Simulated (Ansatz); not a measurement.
# Tunnelling from Li(100) to Li(100): the current at the widest gap

Three vacuum gaps between Li(100) and Li(100) are known. What current density flows at 0.25 V across 6.5 Å?

How it was computed: Ansatz 0.2.0, plane waves with PAW datasets, PBE; a slab with two metal leads whose outer parts are reservoirs, with density and current solved under bias (Landauer, 300 K). The gap is counted from plane to plane of nuclei, and atoms stay on ideal sites.

The runs, with one result withheld:

```tsv
gap (Å)	drop between the leads' cuts at 0.25 V (V)	current density at 0.25 V (A/m²)
3.5	0.153	1.05×10¹⁴
4.5	0.202	5.80×10¹³
5.5	0.232	2.36×10¹³
6.5	0.245	?
```

**Estimate by hand.**

Tunnelling falls as exp(−βd). From 3.5 to 4.5 Å, β = ln(1.05×10¹⁴/5.80×10¹³)/1 = 0.597 Å⁻¹, and from 4.5 to 5.5 Å it is 0.900 Å⁻¹; the slope still steepens as the gap leaves contact, so the wider pair is taken. Then 2.36×10¹³ × exp(−0.900 × 1). Predicted: 9.59×10¹² A/m².

What the run gave:

6.17×10¹² A/m², so the prediction is 55 % too high. The last step has β = 1.34 Å⁻¹, an apparent barrier ħ²β²/8m of 1.7 eV: the decay of this current is still steepening. The conductances at 0 V give β = 0.903 and 1.34 Å⁻¹ for the last two steps.

**Limits.** On every other k-point the currents of these runs, at any bias, move by up to 1.3 %. A semilocal functional lacks the image potential's tail.

[Logs are printed without paths, hosts, clocks, repeated set-up lines and the standing remarks that a program may print on its own settings, such as how far it seeks lower states.]
